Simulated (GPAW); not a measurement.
# Ballistic transport through a Re chain with one Cu atom in line, cheap and dear, part 2 of 2

Aim: T(E), conductance and thermopower of a Re chain with one Cu atom in line, and what cheaper settings cost in accuracy.

GPAW 26.7.0; GPAW LCAO, PAW setups; Landauer transmission from Green's functions with principal layers (ASE), zero bias.

So far, transmission at the Fermi level (one spin): step 2 (GPAW, dzp, PBE, GPAW) 1.69; step 3 (basis szp(dzp), PBE, GPAW) 1.63; step 4 (basis sz(dzp), PBE, GPAW) 1.46; step 5 (LDA) 1.69.

### Step 8. Functional RPBE: xc = "RPBE"

The functional moves levels against the Fermi level.

This step: GPAW LCAO, PAW setups; Landauer transmission from Green's functions with principal layers (ASE), zero bias (GPAW 26.7.0).

Contents of run.py:

```python
import json
import numpy as np
from ase import Atoms
from ase.transport.calculators import TransportCalculator
from gpaw import GPAW, FermiDirac
from gpaw.lcao.tools import get_lcao_hamiltonian
from scipy.linalg import eigh

# The junction with lead layers at both ends, along the third cell vector
device = Atoms(
    ['Re', 'Re', 'Re', 'Re', 'Re', 'Re', 'Re', 'Cu', 'Re', 'Re', 'Re', 'Re', 'Re', 'Re', 'Re'],
    positions=[
        [4.50000, 4.50000, 1.12500],
        [4.50000, 4.50000, 3.37500],
        [4.50000, 4.50000, 5.62500],
        [4.50000, 4.50000, 7.87500],
        [4.50000, 4.50000, 10.12500],
        [4.50000, 4.50000, 12.37500],
        [4.50000, 4.50000, 14.62500],
        [4.50000, 4.50000, 16.90000],
        [4.50000, 4.50000, 19.17500],
        [4.50000, 4.50000, 21.42500],
        [4.50000, 4.50000, 23.67500],
        [4.50000, 4.50000, 25.92500],
        [4.50000, 4.50000, 28.17500],
        [4.50000, 4.50000, 30.42500],
        [4.50000, 4.50000, 32.67500]],
    cell=[[9.0, 0.0, 0.0], [0.0, 9.0, 0.0], [0.0, 0.0, 33.8]],
    pbc=True)

# One principal layer of the lead: the first 5 atoms of the device
lead = Atoms(
    ['Re', 'Re', 'Re', 'Re', 'Re'],
    positions=[
        [4.50000, 4.50000, 1.12500],
        [4.50000, 4.50000, 3.37500],
        [4.50000, 4.50000, 5.62500],
        [4.50000, 4.50000, 7.87500],
        [4.50000, 4.50000, 10.12500]],
    cell=[[9.0, 0.0, 0.0], [0.0, 9.0, 0.0], [0.0, 0.0, 11.25]],
    pbc=True)

settings = dict(mode='lcao', basis='dzp', xc='RPBE', h=0.2,
                occupations=FermiDirac(0.1), maxiter=250,
                mixer=dict(beta=0.1, nmaxold=8, weight=100.0),
                convergence=dict(density=0.0001))
energies = np.arange(-3, 3 + 1e-9, 0.075)
eta = 0.0001
n1, n2 = 1, 1
# k and -k transmit alike, so half of the mesh across the current serves
mesh = [(i, j) for i in range(n1) for j in range(n2) if (i, j) <= (-i % n1, -j % n2)]
weights = np.array([1 if (i, j) == (-i % n1, -j % n2) else 2 for i, j in mesh]) / (n1 * n2)

# [... helper functions left out ...]
fermi_lead = ground_state(lead, (1, 1, 10), 'lead.txt')
fermi_device = ground_state(device, (1, 1, 3), 'device.txt')
# [... loop over the mesh left out, but for ...]
        # Shift the lead onto the potential of the device's first layer
        shift = ((H[:, 0, 0] - H0[:, 0, 0]) / S0[0, 0]).real.mean()
# [...]
kT = 8.617333e-5 * 300
bias = [0.1, 0.2, 0.5, 1.0, 1.5, 2.0]
# [... integrals and printing left out ...]
```

Started as:

```console
$ OMP_NUM_THREADS=1 OPENBLAS_NUM_THREADS=1 python run.py
```

What it wrote:

```text
basis functions: device 393, principal layer 135
Fermi level: lead -3.0072 eV, device -3.0074 eV; lead shifted by 0.0151 eV
largest coupling past the next layer 1.44e-06 eV, largest misfit of the first layer 0.233 eV
  E-E_F (eV)   T (one spin)  [channel counts left out]
    -3.000    1.6741e+00
    -2.925    1.5604e+00
    -2.850    1.4285e+00
    -2.775    1.2571e+00
    -2.700    1.0158e+00
    -2.625    7.1386e-01
    -2.550    6.4139e-01
    -2.475    1.0438e+00
    -2.400    1.4140e+00
    -2.325    1.5841e+00
    -2.250    1.5984e+00
    -2.175    1.5937e+00
    -2.100    1.5781e+00
    -2.025    1.5589e+00
    -1.950    1.5439e+00
    -1.875    1.5339e+00
[...]
2.475    9.8793e-01
     2.550    9.8831e-01
     2.625    9.8861e-01
     2.700    9.8886e-01
     2.775    9.8906e-01
     2.850    9.8924e-01
     2.925    9.8941e-01
     3.000    9.8956e-01
conductance at 300 K: 1.68 G0 a cell; thermopower -0.5515 uV/K
current from the zero-bias T(E) at 0.1 V: 13.016 uA
current from the zero-bias T(E) at 0.2 V: 26.023 uA
current from the zero-bias T(E) at 0.5 V: 64.909 uA
current from the zero-bias T(E) at 1.0 V: 128.85 uA
current from the zero-bias T(E) at 1.5 V: 191.51 uA
current from the zero-bias T(E) at 2.0 V: 253.27 uA
```

Wall time 6.4 min (1 thread of AMD EPYC 7R43, shared host); peak memory 1.3 GiB.

This step gave:

| Quantity | Value |
| --- | --- |
| conductance | 1.680 G₀ |
| largest coupling past the next principal layer | 1.44e-6 eV |
| largest misfit of the first principal layer | 0.2331 eV |
| shift that aligns the lead | 0.01512 eV |
| transmission at the Fermi level (one spin) | 1.681 |

One spin. Transmission, zone mean against energy, zero at the Fermi level:

energy (eV), transmission, zone mean and a bar from the least value:
```
  -3.0000       1.67 ############
  -2.7750       1.26 #####
  -2.4750       1.04 #
  -2.2500       1.60 ###########
  -2.0250       1.56 ##########
  -1.7250       1.52 #########
  -1.5000       1.52 #########
  -1.2750       1.53 #########
  -0.9750       1.55 ##########
  -0.7500       1.57 ##########
  -0.5250       1.60 ###########
  -0.2250       1.64 ###########
   0.0000       1.68 ############
   0.2250       1.70 ############
   0.5250       1.66 ############
   0.7500       1.63 ###########
   0.9750       1.63 ###########
   1.2750       1.71 #############
   1.5000       1.87 ###############
   1.7250       2.07 ###################
   1.9500       2.73 ##############################
   2.0250       0.98 
   2.2500       0.99 
   2.4750       0.99 
   2.7750       0.99 
   3.0000       0.99
```

Not self-consistent under bias; the bias window is split evenly. Table of current through one cell, from the zero-bias transmission by bias:

| bias (V) | current through one cell, from the zero-bias transmission (μA) |
| --- | --- |
| 0.100 | 13.0 |
| 0.200 | 26.0 |
| 0.500 | 64.9 |
| 1.000 | 129 |
| 1.500 | 192 |
| 2.000 | 253 |

Transmission of the three most open eigenchannels against energy, zero at the Fermi level:

| energy (eV) | channel 1 | channel 2 | channel 3 |
| --- | --- | --- | --- |
| -3.0000 | 0.802 | 0.436 | 0.436 |
| -2.7750 | 0.542 | 0.357 | 0.357 |
| -2.4750 | 0.486 | 0.279 | 0.279 |
| -2.2500 | 0.966 | 0.238 | 0.238 |
| -2.0250 | 0.977 | 0.216 | 0.216 |
| -1.7250 | 0.971 | 0.209 | 0.209 |
| -1.5000 | 0.972 | 0.215 | 0.215 |
| -1.2750 | 0.978 | 0.226 | 0.226 |
| -0.9750 | 0.977 | 0.241 | 0.241 |
| -0.7500 | 0.971 | 0.254 | 0.254 |
| -0.5250 | 0.967 | 0.271 | 0.271 |
| -0.2250 | 0.964 | 0.299 | 0.299 |
| 0.0000 | 0.964 | 0.319 | 0.319 |
| 0.2250 | 0.967 | 0.330 | 0.330 |
| 0.5250 | 0.972 | 0.324 | 0.324 |
| 0.7500 | 0.973 | 0.314 | 0.314 |
| 0.9750 | 0.969 | 0.317 | 0.317 |
| 1.2750 | 0.958 | 0.370 | 0.370 |
| 1.5000 | 0.950 | 0.456 | 0.456 |
| 1.7250 | 0.945 | 0.559 | 0.559 |
| 2.0250 | 0.979 | 2.0e-7 | 2.0e-7 |
| 2.2500 | 0.986 | 7.9e-9 | 1.9e-12 |
| 2.4750 | 0.988 | 7.5e-9 | 1.1e-12 |
| 2.7750 | 0.989 | 6.7e-9 | 0 |
| 3.0000 | 0.990 | 6.1e-9 | 0 |

The conductance, 1.68 G₀, lies 0.5 % below that of the dzp run.

### Step 9. Another change of settings

A last run, with other settings again.

run.py, as its differences from that of step 8:

```diff
@@ -42,4 +42,4 @@
 
-settings = dict(mode='lcao', basis='dzp', xc='RPBE', h=0.2,
-                occupations=FermiDirac(0.1), maxiter=250,
+settings = dict(mode='lcao', basis='dzp', xc='pbe96', h=0.2,
+                occupations=FermiDirac(0.1), maxiter=50,
                 mixer=dict(beta=0.1, nmaxold=8, weight=100.0),
```

What it wrote:

```text
NameError: Unknown functional: pbe96.
```

Run time: 1.8 s. Hardware: 1 thread; peak memory 0.1 GiB.

The input was rejected at the start.

The program's message: “NameError: Unknown functional: pbe96.”

The change that led to it: xc = "pbe96".

### Step 10. What came out

```
conductance                                        : 1.69 G₀
transmission at the Fermi level, mean of the spins : 1.69
thermopower                                        : about 0 (under 1.5 μV/K)
```

In words: In the dzp basis the junction conducts 1.69 G₀ at 300 K, with T = 1.69 a spin at the Fermi level; the szp basis reaches that conductance within 10 %. At the Fermi level the three most open eigenchannels pass 0.97, 0.32 and 0.32. Measured against the first run (dzp), the nearest curve is that of szp (r.m.s. 0.13) and the farthest that of sz (0.32). Over the compared runs wall time goes from 170 s (sz) to 372 s (dzp), on a shared host. The geometry was built from estimated bond lengths and not relaxed, so the numbers describe this model structure. The run had no spin polarisation, so a magnetic state, which chains and small molecules with open shells often have, wasn't tested. Spin-orbit coupling is left out, which matters for the heavy atoms here. An evenly spaced straight chain is an idealisation: free chains tend to dimerise, zigzag or, where a band edge lies near the Fermi level, turn magnetic. The currents use the zero-bias T(E) throughout, which holds only while the bias is small against the distance to the nearest feature. The energy step is wider than the thermal energy, so the conductance and thermopower rest on interpolation of T(E).

[Logs are printed without paths, hosts, clocks, repeated set-up lines and the standing remarks that a program may print on its own settings, such as how far it seeks lower states.]

[Hosts, paths, dates, database ids (printed as entryN), source tags and the programs' standing remarks are cut or masked in the printed files.]
